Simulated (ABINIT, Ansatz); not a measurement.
# TiO2 (Rutile): modes at Γ and the response to a field, part 2 of 2

Aim: the zone-centre modes of TiO2 (Rutile).

ABINIT 10.8.3; DFT LDA, scalar-relativistic, plane waves, PseudoDojo norm-conserving pseudopotentials.

So far. Step 3 (Self-consistent run for the response): The cell stands at -0.59 GPa: the relaxation ran with a smoothed and higher cutoff and on another k mesh. Step 5 (Linear response at Γ): The acoustic modes at Γ come out as far as 4.0 cm⁻¹ from zero, where they should vanish, a small numerical error; the Born charges miss their sum rule by 0.016 e, which is good. The relaxed cell has a = 4.545, c = 2.918 Å (conventional setting).

### 6. Zone-centre analysis

anaddb reads the merged derivatives, imposes the acoustic sum rule and charge neutrality, and adds the LO-TO term along chosen directions.

The input, anaddb.abi:

```
ddb_filepath "gamma_DDB"
output_file "anaddb.abo"
outdata_prefix "anaddb"
asr 1
chneut 1
enunit 2
eivec 1
nph1l 1
qph1l 0.0 0.0 0.0 1.0
dieflag 2
nph2l 3
qph2l 
    1.0 0.0 0.0 0.0
    0.0 0.0 1.0 0.0
    1.0 1.0 1.0 0.0
```

The input, mrgddb.in:

```
gamma_DDB
merged
2
dfpt_gammao_DS2_DDB
gso_DDB
```

Command:

```console
> mrgddb < mrgddb.in > mrgddb.log
> OMP_NUM_THREADS=1 anaddb anaddb.abi > anaddb.log
```

anaddb.abo, the main output file:

```text
[banners, grids, parts of the stress and lines that vanish by symmetry left out]
-outvars_anaddb: echo values of input variables ----------------------

 Flags :
[...]
Dielectric Tensor and Effective Charges
[...]
Effective charge tensors after
[...]
Phonon wavevector (reduced coordinates) :  0.00000  0.00000  0.00000
 Phonon energies in Hartree :
[...]
Phonon energies in meV     :
-  0.000000E+00  0.000000E+00  0.000000E+00  1.265989E+01  1.634292E+01
-  1.700269E+01  1.720393E+01  1.720393E+01  4.744809E+01  4.744809E+01
-  4.880735E+01  5.215395E+01  5.773549E+01  5.773549E+01  6.053951E+01
-  6.053951E+01  7.602327E+01  1.017631E+02
 Phonon frequencies in cm-1    :
-  0.000000E+00  0.000000E+00  0.000000E+00  1.021089E+02  1.318145E+02
-  1.371360E+02  1.387590E+02  1.387590E+02  3.826947E+02  3.826947E+02
-  3.936578E+02  4.206500E+02  4.656682E+02  4.656682E+02  4.882841E+02
-  4.882841E+02  6.131690E+02  8.207746E+02
 Phonon frequencies in Thz     :
-  0.000000E+00  0.000000E+00  0.000000E+00  3.061148E+00  3.951700E+00
-  4.111233E+00  4.159891E+00  4.159891E+00  1.147290E+01  1.147290E+01
-  1.180157E+01  1.261077E+01  1.396038E+01  1.396038E+01  1.463839E+01
-  1.463839E+01  1.838234E+01  2.460620E+01
 Phonon energies in Kelvin  :
-  0.000000E+00  0.000000E+00  0.000000E+00  1.469119E+02  1.896517E+02
-  1.973081E+02  1.996433E+02  1.996433E+02  5.506122E+02  5.506122E+02
-  5.663858E+02  6.052215E+02  6.699926E+02  6.699926E+02  7.025319E+02
-  7.025319E+02  8.822134E+02  1.180912E+03
[...]
-  1  0.00000000E+00  0.00000000E+00 -1.85304984E-03
-     0.00000000E+00  0.00000000E+00  0.00000000E+00
-  2  0.00000000E+00  0.00000000E+00 -1.85304984E-03
-     0.00000000E+00  0.00000000E+00  0.00000000E+00
-  3  0.00000000E+00  0.00000000E+00 -1.85307204E-03
-     0.00000000E+00  0.00000000E+00  0.00000000E+00
-  4  0.00000000E+00  0.00000000E+00 -1.85307204E-03
-     0.00000000E+00  0.00000000E+00  0.00000000E+00
-  5  0.00000000E+00  0.00000000E+00 -1.85307204E-03
-     0.00000000E+00  0.00000000E+00  0.00000000E+00
-  6  0.00000000E+00  0.00000000E+00 -1.85307204E-03
-     0.00000000E+00  0.00000000E+00  0.00000000E+00
[...]
-  1  0.00000000E+00  1.85305896E-03  0.00000000E+00
-     0.00000000E+00  0.00000000E+00  0.00000000E+00
-  2  0.00000000E+00  1.85305896E-03  0.00000000E+00
-     0.00000000E+00  0.00000000E+00  0.00000000E+00
-  3  0.00000000E+00  1.85305839E-03  0.00000000E+00
-     0.00000000E+00  0.00000000E+00  0.00000000E+00
-  4  0.00000000E+00  1.85305839E-03  0.00000000E+00
-     0.00000000E+00  0.00000000E+00  0.00000000E+00
-  5  0.00000000E+00  1.85305839E-03  0.00000000E+00
[...]
-  6  0.00000000E+00  1.85305839E-03  0.00000000E+00
[...]
-  1  1.85305896E-03  0.00000000E+00  0.00000000E+00
[...]
-  2  1.85305896E-03  0.00000000E+00  0.00000000E+00
[...]
Phonon at Gamma, with non-analyticity in the
[...]
Phonon energies in Hartree :
[...]
Phonon energies in meV     :
-  0.000000E+00  0.000000E+00  0.000000E+00  1.265989E+01  1.634292E+01
-  1.700269E+01  1.720393E+01  4.411789E+01  4.744809E+01  4.880735E+01
[...]
Phonon frequencies in cm-1    :
[...]
Phonon frequencies in Thz     :
[...]
Phonon energies in Kelvin  :
[...]
-  1.973081E+02  1.996433E+02  5.119669E+02  5.506122E+02  5.663858E+02
-  6.052215E+02  6.314567E+02  6.699926E+02  6.699926E+02  7.025319E+02
[...]
-  2  0.00000000E+00  0.00000000E+00  0.00000000E+00
-     0.00000000E+00  0.00000000E+00  0.00000000E+00
-  3  0.00000000E+00  0.00000000E+00  5.52043625E-05
-     0.00000000E+00  0.00000000E+00  0.00000000E+00
-  4  0.00000000E+00  0.00000000E+00 -4.14013496E-03
-     0.00000000E+00  0.00000000E+00  0.00000000E+00
-  5  0.00000000E+00  0.00000000E+00 -5.52043625E-05
-     0.00000000E+00  0.00000000E+00  0.00000000E+00
-  6  0.00000000E+00  0.00000000E+00  4.14013496E-03
-     0.00000000E+00  0.00000000E+00  0.00000000E+00
[...]
-  1  0.00000000E+00  0.00000000E+00  0.00000000E+00
-     0.00000000E+00  0.00000000E+00  0.00000000E+00
[...]
Phonon at Gamma, with non-analyticity in the
[...]
Phonon energies in Hartree :
[...]
Phonon energies in meV     :
-  0.000000E+00  0.000000E+00  0.000000E+00  1.265989E+01  1.700269E+01
-  1.720393E+01  1.720393E+01  4.744809E+01  4.744809E+01  4.880735E+01
-  5.215395E+01  5.773549E+01  5.773549E+01  6.053951E+01  6.053951E+01
[...]
Phonon frequencies in cm-1    :
-  0.000000E+00  0.000000E+00  0.000000E+00  1.021089E+02  1.371360E+02
[...]
Phonon frequencies in Thz     :
[...]
Phonon energies in Kelvin  :
[...]
Phonon at Gamma, with non-analyticity in the
[...]
Phonon energies in Hartree :
[...]
Phonon energies in meV     :
[...]
Phonon frequencies in cm-1    :
[...]
Phonon frequencies in Thz     :
[...]
Phonon energies in Kelvin  :
[...]
-  1.973081E+02  1.996433E+02  5.310455E+02  5.506122E+02  5.663858E+02
-  6.052215E+02  6.519331E+02  6.699926E+02  6.699926E+02  7.025319E+02
[...]
-  5  0.00000000E+00  0.00000000E+00 -1.64982973E-04
-     0.00000000E+00  0.00000000E+00  0.00000000E+00
-  6  0.00000000E+00  0.00000000E+00  4.13721472E-03
-     0.00000000E+00  0.00000000E+00  0.00000000E+00
[...]
;  6 -2.07025150E-03  2.07025150E-03  0.00000000E+00
;     0.00000000E+00  0.00000000E+00  0.00000000E+00
-
```

The job ended after 0.67 s (1 thread of Intel Xeon 6975P-C (Granite Rapids), shared host).

This step gave:

```yaml
highest_mode_moved_by_the_lo_to_term: 796.6 cm⁻¹
```

No LO-TO term; unit eigenvectors of the mass-weighted matrix, from anaddb's displacements. The modes at Γ (shares of kinetic energy by element, %):

```csv
mode,frequency (cm⁻¹),Ti %,O %
1,0.0,60,40
2,0.0,60,40
3,0.0,60,40
4,102.1,99,1
5,131.8,40,60
6,137.1,0,100
7,138.8,43,57
8,138.8,43,57
9,382.7,50,50
10,382.7,50,50
11,393.7,1,99
12,420.6,0,100
13,465.7,0,100
14,465.7,0,100
15,488.3,47,53
16,488.3,47,53
17,613.2,0,100
18,820.8,0,100
```

Displacements in mode 4 (102.1 cm⁻¹), the largest set to 1:
```
Ti1  0.00  0.00  1.00
Ti2  0.00  0.00 -1.00
O3   0.00  0.00 -0.12
O4   0.00  0.00  0.12
O5   0.00  0.00 -0.12
O6   0.00  0.00  0.12
```

Displacements in mode 6 (137.1 cm⁻¹), the largest set to 1:
```
Ti1  0.00  0.00  0.00
Ti2  0.00  0.00  0.00
O3   1.00 -1.00  0.00
O4  -1.00 -1.00  0.00
O5  -1.00  1.00  0.00
O6   1.00  1.00  0.00
```

The rule moves no optical mode by more than 0.2 cm⁻¹.

### 7. Sum rules set otherwise (asr 0)

Without the rule the raw error of the acoustic modes shows.

anaddb.abi: that of step 6 with these lines changed.

```diff
@@ -3,4 +3,4 @@
 outdata_prefix "anaddb"
-asr 1
-chneut 1
+asr 0
+chneut 0
 enunit 2
```

mrgddb.in is that of step 6.

anaddb.abo, the main output file:

```text
[banners, grids, parts of the stress and lines that vanish by symmetry left out]
-outvars_anaddb: echo values of input variables ----------------------

 Flags :
[...]
Dielectric Tensor and Effective Charges
[...]
Effective charge tensors after
[...]
Phonon wavevector (reduced coordinates) :  0.00000  0.00000  0.00000
 Phonon energies in Hartree :
[...]
Phonon energies in meV     :
- -4.935994E-01 -4.935994E-01 -2.780529E-01  1.266156E+01  1.633870E+01
-  1.698318E+01  1.719329E+01  1.719329E+01  4.744481E+01  4.744481E+01
-  4.880471E+01  5.214759E+01  5.773324E+01  5.773324E+01  6.053673E+01
-  6.053673E+01  7.601879E+01  1.017597E+02
 Phonon frequencies in cm-1    :
- -3.981148E+00 -3.981148E+00 -2.242648E+00  1.021223E+02  1.317805E+02
-  1.369786E+02  1.386733E+02  1.386733E+02  3.826682E+02  3.826682E+02
-  3.936366E+02  4.205987E+02  4.656500E+02  4.656500E+02  4.882616E+02
-  4.882616E+02  6.131329E+02  8.207476E+02
 Phonon frequencies in Thz     :
- -1.193518E-01 -1.193518E-01 -6.723289E-02  3.061551E+00  3.950680E+00
-  4.106514E+00  4.157320E+00  4.157320E+00  1.147211E+01  1.147211E+01
-  1.180093E+01  1.260923E+01  1.395984E+01  1.395984E+01  1.463772E+01
-  1.463772E+01  1.838126E+01  2.460539E+01
 Phonon energies in Kelvin  :
- -5.727984E+00 -5.727984E+00 -3.226670E+00  1.469313E+02  1.896027E+02
-  1.970816E+02  1.995199E+02  1.995199E+02  5.505742E+02  5.505742E+02
-  5.663552E+02  6.051477E+02  6.699664E+02  6.699664E+02  7.024996E+02
-  7.024996E+02  8.821614E+02  1.180873E+03
[...]
-  1  6.06288046E-07 -1.85136225E-03  0.00000000E+00
-     0.00000000E+00  0.00000000E+00  0.00000000E+00
-  2 -4.92222067E-07 -1.85136222E-03  0.00000000E+00
-     0.00000000E+00  0.00000000E+00  0.00000000E+00
-  3  3.67569483E-07 -1.85559418E-03  0.00000000E+00
-     0.00000000E+00  0.00000000E+00  0.00000000E+00
-  4 -2.53242766E-07 -1.85559416E-03  0.00000000E+00
-     0.00000000E+00  0.00000000E+00  0.00000000E+00
-  5  3.67569483E-07 -1.85559418E-03  0.00000000E+00
-     0.00000000E+00  0.00000000E+00  0.00000000E+00
-  6 -2.53242766E-07 -1.85559416E-03  0.00000000E+00
-     0.00000000E+00  0.00000000E+00  0.00000000E+00
[...]
-  1  1.85136222E-03 -4.92222067E-07  0.00000000E+00
-     0.00000000E+00  0.00000000E+00  0.00000000E+00
-  2  1.85136225E-03  6.06288046E-07  0.00000000E+00
-     0.00000000E+00  0.00000000E+00  0.00000000E+00
-  3  1.85559416E-03 -2.53242766E-07  0.00000000E+00
-     0.00000000E+00  0.00000000E+00  0.00000000E+00
-  4  1.85559418E-03  3.67569483E-07  0.00000000E+00
-     0.00000000E+00  0.00000000E+00  0.00000000E+00
-  5  1.85559416E-03 -2.53242766E-07  0.00000000E+00
[...]
-  6  1.85559418E-03  3.67569483E-07  0.00000000E+00
[...]
-  1  5.28997464E-04  1.47201987E-03  0.00000000E+00
[...]
-  2 -5.28700430E-04  1.47191316E-03  0.00000000E+00
[...]
Phonon at Gamma, with non-analyticity in the
[...]
Phonon energies in Hartree :
[...]
Phonon energies in meV     :
- -4.935994E-01 -4.926807E-01 -2.780529E-01  1.266156E+01  1.633870E+01
-  1.698318E+01  1.719329E+01  4.411544E+01  4.744481E+01  4.880471E+01
[...]
Phonon frequencies in cm-1    :
[...]
Phonon frequencies in Thz     :
[...]
Phonon energies in Kelvin  :
[...]
-  5  0.00000000E+00  0.00000000E+00 -3.89539637E-03
-     0.00000000E+00  0.00000000E+00  0.00000000E+00
-  6  0.00000000E+00  0.00000000E+00  1.40344298E-03
-     0.00000000E+00  0.00000000E+00  0.00000000E+00
[...]
Phonon at Gamma, with non-analyticity in the
[...]
Phonon energies in Hartree :
[...]
Phonon energies in meV     :
[...]
-  1.719329E+01  1.719329E+01  4.744481E+01  4.744481E+01  4.880471E+01
-  5.214759E+01  5.773324E+01  5.773324E+01  6.053673E+01  6.053673E+01
-  7.601879E+01  9.485419E+01  1.017597E+02
 Phonon frequencies in cm-1    :
- -3.981148E+00 -3.981148E+00 -2.241874E+00  1.021223E+02  1.369786E+02
-  1.386733E+02  1.386733E+02  3.826682E+02  3.826682E+02  3.936366E+02
-  4.205987E+02  4.656500E+02  4.656500E+02  4.882616E+02  4.882616E+02
-  6.131329E+02  7.650507E+02  8.207476E+02
 Phonon frequencies in Thz     :
- -1.193518E-01 -1.193518E-01 -6.720971E-02  3.061551E+00  4.106514E+00
[...]
-  1.838126E+01  2.293564E+01  2.460539E+01
 Phonon energies in Kelvin  :
[...]
-  8.821614E+02  1.100737E+03  1.180873E+03
[...]
-  1  5.55443173E-07 -1.85136224E-03  0.00000000E+00
[...]
-  2 -5.43066941E-07 -1.85136223E-03  0.00000000E+00
[...]
-  3  3.16608386E-07 -1.85559418E-03  0.00000000E+00
[...]
-  4 -3.04203864E-07 -1.85559417E-03  0.00000000E+00
[...]
Phonon at Gamma, with non-analyticity in the
[...]
Phonon energies in Hartree :
[...]
Phonon energies in meV     :
[...]
Phonon frequencies in cm-1    :
[...]
Phonon frequencies in Thz     :
[...]
Phonon energies in Kelvin  :
[...]
-  1.970816E+02  1.995199E+02  5.310017E+02  5.505742E+02  5.663552E+02
-  6.051477E+02  6.519248E+02  6.699664E+02  6.699664E+02  7.024996E+02
[...]
-  5  0.00000000E+00  0.00000000E+00 -5.54214704E-04
-     0.00000000E+00  0.00000000E+00  0.00000000E+00
-  6  0.00000000E+00  0.00000000E+00 -4.10324397E-03
-     0.00000000E+00  0.00000000E+00  0.00000000E+00
[...]
;  6 -2.07025150E-03  2.07025150E-03  0.00000000E+00
;     0.00000000E+00  0.00000000E+00  0.00000000E+00
-
```

It took 0.59 s on 1 thread.

Zone-centre frequencies as printed; negative means imaginary. Modes:

```csv
mode,frequency (cm⁻¹)
1,-3.98
2,-3.98
3,-2.24
4,102.1
5,131.8
6,137
7,138.7
8,138.7
9,382.7
10,382.7
11,393.6
12,420.6
13,465.6
14,465.6
15,488.3
16,488.3
17,613.1
18,820.8
```

### 8. Summary of results

| Property | Result |
| --- | --- |
| space group after relaxation | P4_2/mnm |
| volume per atom | 10.0 Å³ |
| highest optical zone-centre mode (no LO-TO term) | 820.8 cm⁻¹ |
| lowest optical zone-centre mode | 102.1 cm⁻¹ |
| highest mode moved by the LO-TO term | 796.6 cm⁻¹ |
| mean high-frequency dielectric constant | 7.84 |
| largest Born charge in size (third of the trace) | 6.74 e |
| imaginary optical modes at the zone centre (no q mesh in this session) | none |

At the LDA level the optical modes of TiO2 (Rutile) at the zone centre (no LO-TO term) run from 102 to 821 cm⁻¹. The base run prints -0.59 GPa, mostly the error of a finite basis; the relaxation, with a smoothed and higher cutoff, had brought the cell to rest. Along the directions run, the highest mode that the macroscopic field moves lies at 797 cm⁻¹. The Born charge of O is -3.372 e against a formal charge of -2: displacements drive charge along the bonds, a mark of mixed ionic and covalent bonding and of large LO-TO splittings. These are harmonic frequencies at zero temperature: anharmonic shifts and linewidths and thermal expansion are left out.

[Host names and launcher messages were left out of these logs when they were recorded.]

[Logs are printed without paths, hosts, clocks, repeated set-up lines and the standing remarks that a program may print on its own settings, such as how far it seeks lower states.]

[Hosts, paths, dates, database ids (printed as entryN), source tags and the programs' standing remarks are cut or masked in the printed files.]
